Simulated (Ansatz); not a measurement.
## Lattice dynamics of Ir (Fm-3m, 1 atom in the cell)

Aim: the vibrations of Ir (Fm-3m, 1 atom in the cell), their spectra, and whether the structure is stable.

Calculated with Ansatz 0.2.0; DFT PBE, scalar-relativistic, plane waves, PAW.

The database entry behind the starting cell differs from later determinations by our own check (0.1 to 0.3 % short, probably kX units), so it need not match the best structure at ambient conditions.

## 1. The structure

It takes space group Fm-3m (No. 225, cubic). Conventional cell: a = 3.831 Å, b = 3.831 Å, c = 3.831 Å, α = 90.00°, β = 90.00°, γ = 90.00°. Nearest to Ir lie 12 Ir at 2.71 Å.

## 2. Rough relaxation

A rough relaxation comes first, because large forces or stress need no tight tolerances yet.

File input.yaml:

```yaml
crystal:
  lattice:
    - [0.0, 1.9156, 1.9156]
    - [1.9156, 0.0, 1.9156]
    - [1.9156, 1.9156, 0.0]
  atoms:
    - { symbol: Ir, position: [0.0, 0.0, 0.0] }
kpoints:
  mp_grid: { grid: [8, 8, 8] }
hamiltonian:
  xc: pbe
scf:
  occupations: { method: gaussian, width: 0.1 }
output:
  forces: true
  stress: true
  eigenvalues: true
relax:
  adjacent_minimum: "off"
  f_tol: 0.05
  max_steps: 80
  cell: { stress_tol: 0.5 }
```

The run is started by

```bash
$ ansatz run input.yaml --threads 4 --pin off --max-ram 7168MiB --backend cpu --events-out ev --progress --plain --runs-dir out
```

Numbers of over 12 decimals in the logs are rounded to 6 here.

The log of the run:

```text
The last accepted step is kept in <dir> (removed where the run ends without a failure and the disk answers)
Engine: ansatz 0.2.0, aarch64-unknown-linux-gnu
Pseudopotentials: kind: paw
Pseudopotential: Ir, paw, valence charge 17, recommended cutoff 420 eV (normal), Ir.paw.azcp
Functional definition: PBE
  parameter kappa = 0.804
  parameter beta = 0.066725
  exchange = pbe_x(kappa = kappa, mu = beta*pi^2/3)
[...]
--- Relaxed structure (4 steps of the walk, 3 accepted, 1 SCFs on fresh bases) ---
  F+E_penalty+E_count = -11935.24083237 eV   max|allowed force component| = 0.000e0 eV/Å   (the final SCF, on the basis selected at the relaxed cell)
  cell:  # Å, volume = 14.5590 Å³
    - [0, 1.938060, 1.938060]
    - [1.938060, 0, 1.938060]
    - [1.938060, 1.938060, 0]
  atoms:
    - { symbol: Ir, position: [0.0, 0.0, 0.0] }
[key lines of the parts left out:]
SCF converged after 4 iterations
Free energy (F): -11935.240832 eV
Fermi energy:    24.962007 eV
P = ⅓ Tr σ = -0.1293 GPa (-1.293 kbar)
```

It took 0.92 s on 4 threads of Arm Neoverse V2, shared host; peak memory 0.26 GiB; 2.5 s of CPU time.

The steps of the relaxation:

```csv
step,energy less that of the first step (eV),largest force component (eV/Å),pressure (GPa),volume (Å³)
1,0.0000,0.0000,13.02,14.06
2,0.0307,0.0000,-17.20,15.42
3,-0.0189,0.0000,-1.42,14.62
4,-0.0192,0.0000,-0.10,14.56
5*,-0.0194,0.0000,-0.13,14.56
```

Relaxation steps marked * repeat the geometry before them on a plane-wave basis chosen anew for their cell, so energy and pressure can jump there. Relaxation step 2 was tried and not accepted.

```csv
"conventional cell, symmetrised",before,after,change
a (Å),3.831,3.876,+1.2 %
b (Å),3.831,3.876,+1.2 %
c (Å),3.831,3.876,+1.2 %
volume (Å³/atom),14.06,14.56,+3.6 %
```

The relaxed structure:

```xyz
1
Lattice="0.0000 1.9381 1.9381 1.9381 0.0000 1.9381 1.9381 1.9381 0.0000" Properties=species:S:1:pos:R:3 pbc="T T T"
Ir    0.0000    0.0000    0.0000
```

This step gave:

| Item | Value |
| --- | --- |
| pressure | -0.1293 GPa |
| volume per atom | 14.56 Å³ |
| gap on the k-mesh | 0 eV |

In this step the volume went from 14.06 to 14.56 Å³/atom.

## 3. Bringing the structure to rest

Harmonic phonons are second derivatives at a point where the forces vanish, and they are wanted at zero stress, so atoms and cell are relaxed first.

input.yaml, the sections that differ from step 2:

```yaml
crystal:
  lattice:
    - [0.0, 1.9380596436, 1.9380596436]
    - [1.9380596436, 0.0, 1.9380596436]
    - [1.9380596436, 1.9380596436, 0.0]
  atoms:
    - { symbol: Ir, position: [0.0, 0.0, 0.0] }
kpoints:
  mp_grid: { grid: [18, 18, 18] }
relax:
  adjacent_minimum: "off"
  f_tol: 0.005
  max_steps: 80
  cell: { stress_tol: 0.05 }
# hamiltonian, scf, output: as in step 2
```

The log of the run:

```text
[...]
Crystal: 1 atoms, lattice volume = 14.559 Å³
Basis set: ecut = 420 eV, 283 PW (Γ), exchange–correlation on 40×40×40 points (8 copies of the dense FFT grid, shifted against one another)
Bands: 13, of which v1, the nominal top of the filled ones, is band 9 counted from 1 (8 counted from 0)
Symmetry: 48 space group operations
[...]
k-points: 195 of 5832
[...]
k-point 2: bands = [... 5 lower, 21.0407, 21.5061, 21.5061, 23.7688, 23.7688, 39.5830, 42.1203, 44.9617]
  k-point 194: bands = [... 5 lower, 19.8465, 20.8664, 23.4078, 26.4744, 33.0045, 33.2213, 34.5065, 38.0563]
--- Relaxed structure (3 steps of the walk, 2 accepted, 1 SCFs on fresh bases) ---
[...]
cell:  # Å, volume = 14.4976 Å³
    - [0, 1.935330, 1.935330]
    - [1.935330, 0, 1.935330]
    - [1.935330, 1.935330, 0]
  atoms:
    - { symbol: Ir, position: [0.0, 0.0, 0.0] }
[key lines of the parts left out:]
SCF converged after 4 iterations
Free energy (F): -11935.313394 eV
Fermi energy:    25.076868 eV
P = ⅓ Tr σ = -0.0205 GPa (-0.205 kbar)
```

It took 2.4 s on 4 threads; peak memory 0.3 GiB.

Step by step:

```csv
step,energy less that of the first step (eV),largest force component (eV/Å),pressure (GPa),volume (Å³)
1,0.0000,0.0000,-1.48,14.56
2,0.0007,0.0000,2.89,14.38
3,-0.0003,0.0000,-0.02,14.50
4*,-0.0003,0.0000,-0.02,14.50
```

Relaxation steps marked * repeat the geometry before them on a plane-wave basis chosen anew for their cell, so energy and pressure can jump there. Relaxation step 2 was tried and not accepted.

```csv
"conventional cell, symmetrised",before,after,change
a (Å),3.876,3.871,-0.1 %
b (Å),3.876,3.871,-0.1 %
c (Å),3.876,3.871,-0.1 %
volume (Å³/atom),14.56,14.50,-0.4 %
```

The relaxed structure:

```xyz
1
Lattice="0.0000 1.9353 1.9353 1.9353 0.0000 1.9353 1.9353 1.9353 0.0000" Properties=species:S:1:pos:R:3 pbc="T T T"
Ir    0.0000    0.0000    0.0000
```

Numbers from this step:

```
pressure        : -0.02048 GPa
volume per atom : 14.50 Å³
```

In this step the volume went from 14.56 to 14.50 Å³/atom.

## 4. Relaxing to small forces for the phonons

Phonons need a cell at rest on their own settings, so the relaxation is repeated with tight tolerances on forces and stress on the k mesh and occupations of the first response run.

File input.yaml:

```yaml
crystal:
  lattice:
    - [0.0, 1.9353304886, 1.9353304886]
    - [1.9353304886, 0.0, 1.9353304886]
    - [1.9353304886, 1.9353304886, 0.0]
  atoms:
    - { symbol: Ir, position: [0.0, 0.0, 0.0] }
kpoints:
  mp_grid: { grid: [20, 20, 20] }
hamiltonian:
  xc: pbe
scf:
  occupations: { method: methfessel_paxton, width: 0.2 }
output:
  forces: true
  stress: true
  eigenvalues: true
relax:
  adjacent_minimum: "off"
  f_tol: 0.001
  max_steps: 60
  cell: { stress_tol: 0.01 }
```

The log of the run:

```text
[...]
Crystal: 1 atoms, lattice volume = 14.498 Å³
Basis set: ecut = 420 eV, 283 PW (Γ), exchange–correlation on 40×40×40 points (8 copies of the dense FFT grid, shifted against one another)
Bands: 13, of which v1, the nominal top of the filled ones, is band 9 counted from 1 (8 counted from 0)
Symmetry: 48 space group operations
[...]
k-points: 256 of 8000
[...]
k-point 2: bands = [... 5 lower, 21.0936, 21.4817, 21.4817, 23.7968, 23.7968, 39.4478, 42.4220, 44.8193]
  k-point 255: bands = [... 5 lower, 20.3427, 20.3427, 23.3164, 26.4884, 32.9968, 33.9208, 33.9208, 38.0869]
--- Relaxed structure (3 steps of the walk, 2 accepted, 1 SCFs on fresh bases) ---
[...]
cell:  # Å, volume = 14.4896 Å³
    - [0, 1.934974, 1.934974]
    - [1.934974, 0, 1.934974]
    - [1.934974, 1.934974, 0]
  atoms:
    - { symbol: Ir, position: [0.0, 0.0, 0.0] }
[key lines of the parts left out:]
SCF converged after 4 iterations
Free energy (F): -11935.312884 eV
Fermi energy:    25.006710 eV
P = ⅓ Tr σ = 0.0004 GPa (0.004 kbar)
```

Run time: 2.8 s. Hardware: 4 threads; peak memory 0.33 GiB; 9.7 s of CPU time.

Little changed from the start: no atom moved by 0.005 Å and no cell edge by 0.1 %.

This step gave:

```yaml
pressure: 3.58e-4 GPa
volume_per_atom: 14.49 Å³
```

The forces vanish by symmetry and the pressure is 0.000 GPa, within the tolerances set. The cell now holds 14.49 Å³/atom.

## 5. Phonons on a q mesh

Stability and thermal properties need the whole zone. Linear response on a 4×4×4 q mesh gives force constants as far as a supercell of that size would.

File input.yaml:

```yaml
crystal:
  lattice:
    - [0.0, 1.9349742179, 1.9349742179]
    - [1.9349742179, 0.0, 1.9349742179]
    - [1.9349742179, 1.9349742179, 0.0]
  atoms:
    - { symbol: Ir, position: [0.0, 0.0, 0.0] }
kpoints:
  mp_grid: { grid: [20, 20, 20] }
hamiltonian:
  xc: pbe
scf:
  occupations: { method: methfessel_paxton, width: 0.2 }
output:
  eigenvalues: true
phonons:
  method: dfpt
  qmesh: [4, 4, 4]
  temperatures: { t_max: 1000, t_step: 50 }
  qpath:
    path:
      - [[0.0, 0.0, 0.0], [0.5, 0.0, 0.5], [0.625, 0.25, 0.625]]
      - [[0.375, 0.375, 0.75], [0.0, 0.0, 0.0], [0.5, 0.5, 0.5], [0.5, 0.25, 0.75], [0.5, 0.0, 0.5]]
    npoints: 10
```

The log of the run:

```text
[...]
Crystal: 1 atoms, lattice volume = 14.490 Å³
Basis set: ecut = 420 eV, 283 PW (Γ), exchange–correlation on 40×40×40 points (8 copies of the dense FFT grid, shifted against one another)
Bands: 13, of which v1, the nominal top of the filled ones, is band 9 counted from 1 (8 counted from 0)
Symmetry: 48 space group operations
k-points: 256 of 8000
[...]
SCF iter   1: F=—  HF=-11935.311852 eV  |F-HF|=—  |Δ(HF+E_count)|=         —  Δρ=3.93e-3  dr2=3.03e-4  ethr=1.77e-3  ⟨swp⟩=5.0  Hψ=15880  notcnv=0
[...]
SCF iter   8: F=-11935.312884 eV  HF=-11935.312884 eV  |F-HF|=7.28e-12  |Δ(HF+E_count)|=  4.37e-11  S|Δr|=    0.00e0  Δρ=7.44e-8  dr2=7.48e-13  ethr=1.00e-12  ⟨swp⟩=4.1  Hψ=13718  notcnv=0
SCF 1 converged in 8 iterations: F = -11935.312884 eV  dr2 = 7.48e-13
[...]
NSCF: frozen V_eff on 256 k-points
[...]
DFPT response loops at q = (0, 0, 0) (fractional): preconditioner auto → Kerker (q_TF=auto, 2.802 Å⁻¹) (partly filled bands, converged f_vac=0.000); β = 1.00, the filter's whole step (`scf.mixing.beta` (0.50) is not read by the response loops under this deck's `scf.mixing.preconditioner`; to damp them name `kerker` or `kerker_dos`, under which they read `scf.mixing.beta`, and type it under 1.00, their step now; both keys bind the ground state too); Broyden in place of MSR1
[...]
SCF converged after 8 iterations
[...]
Free energy (F): -11935.312884 eV
[...]
Internal energy: -11935.316012 eV  (E = F + TS)
E sigma→0 (E₀):  -11935.313666 eV
Entropy (-TS):   0.003128 eV (3.128 meV/atom)
Fermi energy:    25.006711 eV
[...]
--- Band table (eV; the first three rows and the last of 256) ---
  k-point 0: bands = [... 5 lower, 21.3073, 21.3073, 21.3073, 23.9003, 23.9003, 38.7317, 44.1102, 44.1102]
  k-point 1: bands = [... 5 lower, 21.2487, 21.3545, 21.3545, 23.8694, 23.8694, 38.9200, 43.5739, 44.2905]
  k-point 2: bands = [... 5 lower, 21.0936, 21.4817, 21.4817, 23.7968, 23.7968, 39.4478, 42.4220, 44.8193]
  k-point 255: bands = [... 5 lower, 20.3427, 20.3427, 23.3164, 26.4884, 32.9968, 33.9208, 33.9208, 38.0869]
--- Phonons (Γ-DFPT): 1 representative perturbation + reference (Σ response iterations 3) ---
  ASR residual: 6.945e-5 → 0.000e0 eV/Å²; symmetrization residual: 6.063e-13 eV/Å²
  ASR residual per site (eV/Å²): 6.95e-5
  Γ frequencies (cm⁻¹): 0.00 0.00 0.00
--- Phonons (arbitrary-q DFPT): 8 irreducible q on the 4×4×4 mesh ---
  q = [0.0000, 0.0000, 0.0000] (star 1, of the zone-centre solve; hermiticity 1.48e-9, symmetrization 8.73e-9): -0.00 -0.00 -0.00
  q = [0.0000, 0.0000, 0.2500] (star 8, 1 solved perturbation on 4200 of 8000 k-point pairs; hermiticity 7.21e-14, symmetrization 2.97e-13): 83.90 83.90 161.48
[...]
q = [0.0000, 0.2500, 0.2500] (star 6, 2 solved perturbations in 3420 linear systems a pass and spin channel, the states on 2210 of 8000 k-point pairs; hermiticity 2.10e-14, symmetrization 5.72e-14): 110.62 110.62 176.09
[...]
sum rule: each row above includes the acoustic sum rule's correction from the zone centre's row sums; it moved no ω² by more than (0.31 cm⁻¹)²
  mesh force constants: q→R imaginary residual 0.00e0; ASR residual 6.945e-5 → 0.000e0 eV/Å²; symmetrization residual 3.553e-15 eV/Å²
  interpolated dispersion: 62 rows × 3 modes
  density of states and harmonic sums: on the 28×28×28 q-mesh, interpolated from the force constants of a 4×4×4 supercell (no non-analytic term)
  largest difference from the sums on the solved wave vectors: F 1.10e-2 eV, S 1.50e-5 and C_V 4.03e-6 eV/K
  zero-point energy: 0.026416 eV/cell   skipped modes (ω ≤ 0): 3   left out of the sums: 4.56e-5 of the cell's modes: C_V's classical limit lies that fraction below 3 k_B per atom; for a crystal, a wire or a layer, F and S can be off by more, and a phonons.interpolated_qmesh denser along its periods is the remedy for the sampling
```

Wall time 2.1 min (4 threads); peak memory 3.6 GiB.

Numbers from this step:

* sum-rule residual before enforcement: 6.95e-5 eV/Å²
* lowest frequency on the path: 0 cm⁻¹
* highest frequency on the path or at a solved wavevector: 192.8 cm⁻¹
* mean frequency: 142 cm⁻¹
* Debye temperature (second moment): 270 K
* logarithmic mean frequency: 137.9 cm⁻¹
* lowest mode on the q mesh (acoustic modes at Γ apart): 83.9 cm⁻¹
* zero-point energy per atom: 26.42 meV
* heat capacity at 300 K: 23.96 J/(mol atoms K)
* vibrational entropy at 300 K: 35.76 J/(mol atoms K)

Frequencies (cm⁻¹) solved at each irreducible wavevector; negative means imaginary. Frequencies by wavevector, by row:

```csv
q in reciprocal lattice units,star,mode 1,mode 2,mode 3
0 0 0,1,0,0,0
0 0 0.25,8,83.9,83.9,161.5
0 0 -0.5,4,112.2,112.2,192.8
0 0.25 0.25,6,110.6,110.6,176.1
0 0.25 -0.5,24,130.5,146.4,179.4
0 0.25 -0.25,12,123.2,134.3,180.9
0 -0.5 -0.5,3,139.8,139.8,187.2
0.25 -0.5 -0.25,6,157,158.9,158.9
```

Interpolated from a 4×4×4 q mesh. Phonon branches along the path, in cm⁻¹:

```csv
point,branch 1,branch 2,branch 3
Γ,0,0,0
halfway,111,111,176
X,140,140,187
halfway,140,146,182
U,138,160,169
jump to K,138,160,169
halfway,103,112,173
Γ,0,0,0
halfway,84,84,162
L,112,112,193
halfway,131,143,179
W,157,159,159
halfway,144,148,178
X,140,140,187
```

The phonon branches as a text plot (rows in cm⁻¹):

```
    189 |       *******                       *******          **
    181 |              **    ***                     **       *
    173 |      *         ****   *            *         **   **
    165 |                                   *            * *
    157 |    **          ***     *                      *****
    149 |              **   *                          *    ***
    141 |           *******  **            *          ***     ***
    133 |        ***       **     **                 **
    125 |   *   *            ***                    **
    116 |                      *                  ***
    108 |      *                *         *    ***
    100 |                       *             *
     92 |    **                  *  *        *
     84 |  *                     *          *
     76 |   *                     **     *
     68 |                         **       *
     60 |
     52 |  *                        **    *
     44 | *                         *   *
     36 |                                *
     28 | *                          *
     20 |                            *  *
     12 |
      4 |*                            **
         Γ           X  U|K            Γ         L        W     X
```

The phonon density of states has structure finer than the step of the table below, so its rows give means over 10 cm⁻¹, whole bins alone (the curve runs from 1 to 193 cm⁻¹). Peaks (cm⁻¹: height): 139.0: 0.0603, 183.0: 0.0662.

Tetrahedra on a 28×28×28 mesh, mean over bins of 2 cm-1. Interpolated from a 4×4×4 q mesh. The phonon density of states by wavenumber; means over each step:

```csv
wavenumber (cm⁻¹),phonon density of states (1/cm⁻¹/cell)
10,3.8e-5
20,1.9e-4
30,4.6e-4
40,8.6e-4
50,0.00142
60,0.00221
70,0.00330
80,0.00488
90,0.00728
100,0.0113
110,0.0207
120,0.0306
130,0.0391
140,0.0484
150,0.0282
160,0.0120
170,0.0212
180,0.0508
```

Second derivatives of the energy by pair, one row for each kind of neighbour of each atom listed. Each entry sums the pair over the periodic images of the supercell that the q mesh stands for, and in a polar crystal it holds the long-range dipole part too. Force constants by pair, by row:

```csv
atom,neighbour,distance (Å),third of the trace (eV/Å²),along the pair's line (eV/Å²)
Ir1,itself,0,14.96,–
Ir1,Ir,2.736,-0.8669,-2.868
Ir1,Ir,3.87,-0.1088,-0.9925
Ir1,Ir,4.74,-0.1281,-0.3225
Ir1,Ir,5.473,-0.1959,-0.5767
Ir1,Ir,6.119,0.0313,0.0317
Ir1,Ir,6.703,-0.0718,-0.0718
```

Harmonic thermodynamic functions per atom, from the density of states. Interpolated from a 4×4×4 q mesh. Thermodynamic functions, by row:

```csv
T (K),F_vib (meV/atom),S (J/mol-atom/K),C_V (J/mol-atom/K)
0,26.42,0,0
50,26.05,2.905,7.788
100,22.24,11.9,17.73
200,1.92,26.25,22.8
300,-30.51,35.76,23.96
400,-71.33,42.72,24.38
500,-118.5,48.18,24.58
600,-170.9,52.67,24.69
700,-227.5,56.48,24.76
800,-287.8,59.79,24.8
900,-351.3,62.72,24.83
1000,-417.7,65.33,24.85
```

Harmonic mean-square displacement, third of the trace. Interpolated from a 4×4×4 q mesh. Mean square displacements, by row:

```csv
T (K),Ir1 U_eq (Å²)
0,6.60e-4
100,9.80e-4
300,0.00243
600,0.00476
```

Symmetry leaves 8 wavevectors to solve. The lowest mode among them, the acoustic zeros apart, lies at q = (0, 0, 0.25) and is real, 83.9 cm⁻¹.

[end of part 1 of 2]

[Logs are printed without paths, hosts, clocks, repeated set-up lines and the standing remarks that a program may print on its own settings, such as how far it seeks lower states.]

[Hosts, paths, dates, database ids (printed as entryN), source tags and the programs' standing remarks are cut or masked in the printed files.]
